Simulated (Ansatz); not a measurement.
**LuBH6 (built on the sites of a database entry of LaAlH6): phonons and vibrational spectra**

Wanted: vibrations and spectra of LuBH6 (built on the sites of a database entry of LaAlH6); the cell is already relaxed. After the zone centre comes a 2×2×2 q mesh on a 10×10×10 k mesh.

Calculated with Ansatz 0.2.0; DFT PBEsol, scalar-relativistic, plane waves, PAW.

The structure was built from a prototype and need not be the compound's stable phase.

## Step 1: Set-up

Symmetry: R-3m, No. 166, trigonal system. The conventional cell has a = 5.817 Å, b = 5.817 Å, c = 5.231 Å, α = 90.00°, β = 90.00°, γ = 120.00°. Lu has 12 H at 2.13 to 2.21 Å and 2 B at 2.62 Å nearest. Nearest to B lie 6 H at 1.41 Å and 2 Lu at 2.62 Å. Nearest to H lie 1 B at 1.41 Å and 7 H at 1.99 to 2.21 Å and 2 Lu at 2.13 to 2.21 Å. Farther neighbours are not listed.

## Step 2: Linear response at the zone centre

The cell comes from relaxations at this level that are not shown. The zone centre comes first: it holds the modes that light can see, as far as symmetry allows. No field response is asked, since the mesh shows no gap.

Input file input.yaml:

```yaml
crystal:
  lattice:
    - [2.9086897087, 1.6793343249, 1.7438125415]
    - [-2.9086897087, 1.6793343249, 1.7438125415]
    - [0.0, -3.358664034, 1.7438169867]
  atoms:
    - { symbol: Lu, position: [0.5, 0.5, 0.5] }
    - { symbol: B, position: [0.0, 0.0, 0.0] }
    - { symbol: H, position: [0.9288845314, 0.2703625164, 0.2703625164] }
    - { symbol: H, position: [0.2703625164, 0.9288845314, 0.2703625164] }
    - { symbol: H, position: [0.2703625164, 0.2703625164, 0.9288845314] }
    - { symbol: H, position: [0.0711154686, 0.7296374836, 0.7296374836] }
    - { symbol: H, position: [0.7296374836, 0.0711154686, 0.7296374836] }
    - { symbol: H, position: [0.7296374836, 0.7296374836, 0.0711154686] }
kpoints:
  mp_grid: { grid: [10, 10, 10] }
hamiltonian:
  xc: pbesol
scf:
  occupations: { method: methfessel_paxton, width: 0.15 }
output:
  eigenvalues: true
phonons:
  method: dfpt
```

Started as:

```console
$ ansatz run input.yaml --threads 8 --pin off --max-ram 14336MiB --backend cpu --events-out ev --progress --plain --runs-dir out
```

Numbers of over 12 decimals in the logs are rounded to 6 here.

What it wrote:

```text
Engine: ansatz 0.2.0, aarch64-unknown-linux-gnu
Pseudopotentials: kind: paw
Pseudopotential: Lu, paw, valence charge 25, recommended cutoff 420 eV (normal), Lu.paw.azcp
Pseudopotential: B, paw, valence charge 3, recommended cutoff 420 eV (normal), B.paw.azcp
Pseudopotential: H, paw, valence charge 1, recommended cutoff 420 eV (normal), H.paw.azcp
Functional definition: PBEsol
  exchange = pbesol_x
  correlation = pbesol_c
Crystal: 8 atoms, lattice volume = 51.108 Å³
Basis set: ecut = 420 eV, 983 PW (Γ), exchange–correlation on 54×54×54 points (8 copies of the dense FFT grid, shifted against one another)
Bands: 25, of which v1, the nominal top of the filled ones, is band 17 counted from 1 (16 counted from 0)
Symmetry: 12 space group operations
k-points: 504 of 1000 (irreducible under 1 space group operation, time reversal used)
Non-local potential: Lu, projectors of the file, l = 0: 3, l = 1: 2, l = 2: 2, l = 3: 3
Non-local potential: B, projectors of the file, l = 0: 2, l = 1: 2, l = 2: 1
Non-local potential: H, projectors of the file, l = 0: 2, l = 1: 1
PAW form: soft (Blöchl's): semilocal exchange-correlation on the pseudo side does not see the compensation charge
PAW frozen core: Lu, regenerated for the run's functional, and the local potential with it (the file was generated under x = pbe(κ = 0.804, μ = 0.219515), c = pbe(β = 0.066725))
PAW frozen core: B, regenerated for the run's functional, and the local potential with it (the file was generated under x = pbe(κ = 0.804, μ = 0.219515), c = pbe(β = 0.066725))
PAW one-centre angular grid: Lu, 590 points (default); XC on 64 Gauss nodes
PAW one-centre angular grid: B, 110 points (default); XC on 64 Gauss nodes
PAW one-centre angular grid: H, 110 points (default); XC on 64 Gauss nodes
Initial density: superposition of atomic densities (neutral atoms: chi_scale 0, normalization atom), corrected by the library's trained network
Initial wavefunctions: pseudopotential atomic-orbital guess
Functional: x = pbesol(κ = 0.804, μ = 0.123457), c = pbesol(β = 0.046)
SCF iter   1: F=—  HF=-14858.753302 eV  |F-HF|=—  |Δ(HF+E_count)|=         —  Δρ=6.82e-3  dr2=3.33e-2  ethr=1.77e-3  ⟨swp⟩=5.6  Hψ=67780  notcnv=0  defer=3
preconditioner: auto → none  [insulator: Δε(μ)=0.129 eV  Ē_g=14.616 eV  σ=0.150 eV  W_gap=0.51  n_scr=12 (ndim 8)  ℏωp=29.4 eV  f_vac=0.000  D(μ)=0.23/eV (n_scr^D=0)  ε∞_Penn≈5.0]
SCF iter   2: F=—  HF=-14858.744221 eV  |F-HF|=—  |Δ(HF+E_count)|=   9.08e-3  S|Δr|=    0.00e0  Δρ=2.61e-3  dr2=4.51e-3  ethr=9.79e-5  ⟨swp⟩=2.4  Hψ=26813  notcnv=0  defer=448
SCF iter   3: F=—  HF=-14858.742887 eV  |F-HF|=—  |Δ(HF+E_count)|=   1.33e-3  S|Δr|=    0.00e0  Δρ=1.62e-3  dr2=6.03e-4  ethr=1.33e-5  ⟨swp⟩=2.9  Hψ=24333  notcnv=0  defer=448
SCF iter   4: F=—  HF=-14858.742806 eV  |F-HF|=—  |Δ(HF+E_count)|=   8.16e-5  S|Δr|=    0.00e0  Δρ=5.60e-4  dr2=9.90e-5  ethr=1.77e-6  ⟨swp⟩=2.7  Hψ=25081  notcnv=0  defer=448
SCF iter   5: F=—  HF=-14858.742773 eV  |F-HF|=—  |Δ(HF+E_count)|=   3.31e-5  S|Δr|=    0.00e0  Δρ=1.44e-4  dr2=4.20e-6  ethr=2.91e-7  ⟨swp⟩=2.0  Hψ=20175  notcnv=0  defer=448
SCF iter   6: F=—  HF=-14858.742776 eV  |F-HF|=—  |Δ(HF+E_count)|=   3.20e-6  S|Δr|=    0.00e0  Δρ=2.45e-5  dr2=1.09e-7  ethr=1.24e-8  ⟨swp⟩=2.1  Hψ=20177  notcnv=0  defer=448
SCF iter   7: F=—  HF=-14858.742776 eV  |F-HF|=—  |Δ(HF+E_count)|=   1.76e-7  S|Δr|=    0.00e0  Δρ=3.76e-6  dr2=2.54e-9  ethr=3.20e-10  ⟨swp⟩=2.2  Hψ=20196  notcnv=0  defer=448
SCF iter   8: F=—  HF=-14858.742776 eV  |F-HF|=—  |Δ(HF+E_count)|=   1.16e-9  S|Δr|=    0.00e0  Δρ=8.23e-7  dr2=9.26e-11  ethr=7.47e-12  ⟨swp⟩=2.2  Hψ=20241  notcnv=0  defer=448
SCF iter   9: F=-14858.742776 eV  HF=-14858.742776 eV  |F-HF|=3.64e-12  |Δ(HF+E_count)|=  5.09e-11  S|Δr|=    0.00e0  Δρ=4.36e-8  dr2=3.32e-13  ethr=1.00e-12  ⟨swp⟩=14.1  Hψ=94212  notcnv=0
SCF 1 converged in 9 iterations: F = -14858.742776 eV  dr2 = 3.32e-13
  greatest PAW one-centre occupation: 0.998 electrons in one spin orbital (limit 2), on the Lu atom at site 0 (counted from 0), in its partial waves of l = 0
DFPT response loops at Γ: preconditioner auto → Kerker (q_TF=auto, 2.549 Å⁻¹) (partly filled bands, converged f_vac=0.000); β = 1.00, the filter's whole step (`scf.mixing.beta` (0.50) is not read by the response loops under this deck's `scf.mixing.preconditioner`; to damp them name `kerker` or `kerker_dos`, under which they read `scf.mixing.beta`, and type it under 1.00, their step now; both keys bind the ground state too); Broyden in place of MSR1
SCF converged after 9 iterations
Stability not checked: this state was not tested for a lower state beside it, because cold or Methfessel-Paxton smearing, or corrected tetrahedra, fill the levels in a way that the test cannot read (fill_not_monotonic; see scf.lower_state_search)
Free energy (F): -14858.742776 eV
Harris-Foulkes:  -14858.742776 eV  (|F-HF|=3.64e-12)
Internal energy: -14858.742798 eV  (E = F + TS)
E sigma→0 (E₀):  -14858.742782 eV
Entropy (-TS):   0.000022 eV (0.003 meV/atom)
Fermi energy:    9.971526 eV
Step filling:    the computed levels leave a gap of 0.0239 eV = 0.2 smearing widths at the electron count; against every level under it full and every level over it empty, smearing changes F+E_penalty+E_count by -0.121 meV and its σ→0 estimate by -0.126 meV
--- Per-component energies (eV) ---
  E_band       = -66.799791
  E_kinetic    = 553.966343
  E_local      = -7480.313623  (includes V_loc(G=0)·N_el)
  E_nonlocal   = 600.131061
  E_hartree    = 3142.098282
  E_xc         = -304.447713
  E_vxc        = -368.733966  (∫ρ·V_xc dr)
  E_paw        = -7332.987699  (= ΣΔE_a)
  E_vpaw       = 343.960958  (= ΣTr[D̂ρ^β])
  E_aug_tail   = -0.007174  (compensation charges beyond the density's cutoff)
  E_ewald      = -4038.389155
  E_core_change = 1.206879  (= ΣΔE_core)
  E_smearing   = 0.000022  (= −TS)
  E_closure    = -0.000000  (closes the sum)
  Σ components = -14858.742776   (vs F -14858.742776, Δ=0.00e0)
--- Band table (eV; the first three rows and the last of 504) ---
  k-point 0: bands = [... 13 lower, 5.9283, 5.9283, 6.6804, 6.6804, 9.4880, 13.0288, 13.0288, 15.3088, ... 4 higher]
  k-point 1: bands = [... 13 lower, 5.7086, 5.7500, 7.0576, 7.1686, 9.7689, 12.9698, 13.1970, 15.5215, ... 4 higher]
  k-point 2: bands = [... 13 lower, 5.4380, 5.5573, 7.7947, 7.8776, 10.4264, 12.8520, 13.6612, 15.4406, ... 4 higher]
  k-point 503: bands = [... 13 lower, 5.2750, 5.3255, 6.6535, 6.6535, 13.7723, 14.2020, 14.2020, 15.0963, ... 4 higher]
--- Phonons (Γ-DFPT): 6 representative perturbations + reference, on 504 of 1000 k-points (Σ response iterations 23) ---
  k mesh reduced under 1 symmetry operation, with k and −k counted as one. Each operation leaves every solved perturbation unchanged. A smaller set is not used because it would not reduce the number of displacements times k-points to solve
  ASR residual: 1.423e-5 → 0.000e0 eV/Å²; symmetrization residual: 3.887e-4 eV/Å²
  ASR residual per site (eV/Å²): 1.01e-5 1.42e-5 8.72e-6 8.72e-6 9.24e-6 8.72e-6 8.72e-6 9.24e-6
  Γ frequencies (cm⁻¹): -56.34 0.00 0.00 0.00 219.25 219.25 440.55 607.57 617.82 617.82 837.70 872.75 872.75 1178.23 1178.23 1193.15 1193.15 1209.59 1209.59 1348.04 1348.04 1381.37 1456.60 1827.43
  non-analytic LO–TO correction: not included (Born effective charges unavailable; polar crystals: no LO–TO splitting at Γ)
```

It took 74 s on 8 threads of Arm Neoverse V1, shared host; peak memory 2 GiB.

This step gave:

- volume per atom: 6.388 Å³
- gap on the k-mesh: 0 eV
- sum-rule residual before enforcement: 1.42e-5 eV/Å²
- point group: -3m
- highest optical mode at the zone centre (no LO-TO term): 1827 cm⁻¹
- lowest optical zone-centre mode: -56.34 cm⁻¹

Patterns of degenerate modes are one choice out of their space. The modes at Γ (shares of kinetic energy by element, %) (negative means imaginary):

| mode | frequency (cm⁻¹) | symmetry | Lu % | B % | H % |
| --- | --- | --- | --- | --- | --- |
| 1 | -56.3 | A2g | 0 | 0 | 100 |
| 2 | 0.0 | acoustic | 91 | 6 | 3 |
| 3 | 0.0 | acoustic | 91 | 6 | 3 |
| 4 | 0.0 | acoustic | 91 | 6 | 3 |
| 5 | 219.2 | Eu | 9 | 58 | 33 |
| 6 | 219.2 | Eu | 9 | 58 | 33 |
| 7 | 440.6 | A2u | 8 | 84 | 8 |
| 8 | 607.6 | A2u | 1 | 8 | 91 |
| 9 | 617.8 | Eu | 0 | 35 | 65 |
| 10 | 617.8 | Eu | 0 | 35 | 65 |
| 11 | 837.7 | A1u | 0 | 0 | 100 |
| 12 | 872.8 | Eg | 0 | 0 | 100 |
| 13 | 872.8 | Eg | 0 | 0 | 100 |
| 14 | 1178.2 | Eu | 0 | 1 | 99 |
| 15 | 1178.2 | Eu | 0 | 1 | 99 |
| 16 | 1193.2 | Eu | 0 | 1 | 99 |
| 17 | 1193.2 | Eu | 0 | 1 | 99 |
| 18 | 1209.6 | Eg | 0 | 0 | 100 |
| 19 | 1209.6 | Eg | 0 | 0 | 100 |
| 20 | 1348.0 | Eg | 0 | 0 | 100 |
| 21 | 1348.0 | Eg | 0 | 0 | 100 |
| 22 | 1381.4 | A1g | 0 | 0 | 100 |
| 23 | 1456.6 | A2u | 0 | 2 | 98 |
| 24 | 1827.4 | A1g | 0 | 0 | 100 |

Displacements in mode 1 (-56.3 cm⁻¹), the largest set to 1:
```
Lu1  0.00  0.00  0.00
B2   0.00  0.00  0.00
H3  -0.50  0.87  0.00
H4  -0.50 -0.87  0.00
H5   1.00  0.00  0.00
H6   0.50 -0.87  0.00
H7   0.50  0.87  0.00
H8  -1.00  0.00  0.00
```

Displacements in mode 6 (219.2 cm⁻¹), the largest set to 1:
```
Lu1  0.00 -0.09  0.00
B2   0.03  0.94  0.00
H3  -0.09  0.99 -0.13
H4   0.14  1.00 -0.11
H5   0.03  0.80  0.24
H6  -0.09  0.99 -0.13
H7   0.14  1.00 -0.11
H8   0.03  0.80  0.24
```

Before it was imposed, the acoustic sum rule was missed by 1.4e-5 eV/Å². Small misses are needed for a sound result but don't prove that mesh and cutoff are converged. The lowest optical mode is imaginary, 56.3i cm⁻¹, so the energy falls along it.

(Part 1 of 2 ends here.)

[Logs are printed without paths, hosts, clocks, repeated set-up lines and the standing remarks that a program may print on its own settings, such as how far it seeks lower states.]

[Hosts, paths, dates, database ids (printed as entryN), source tags and the programs' standing remarks are cut or masked in the printed files.]
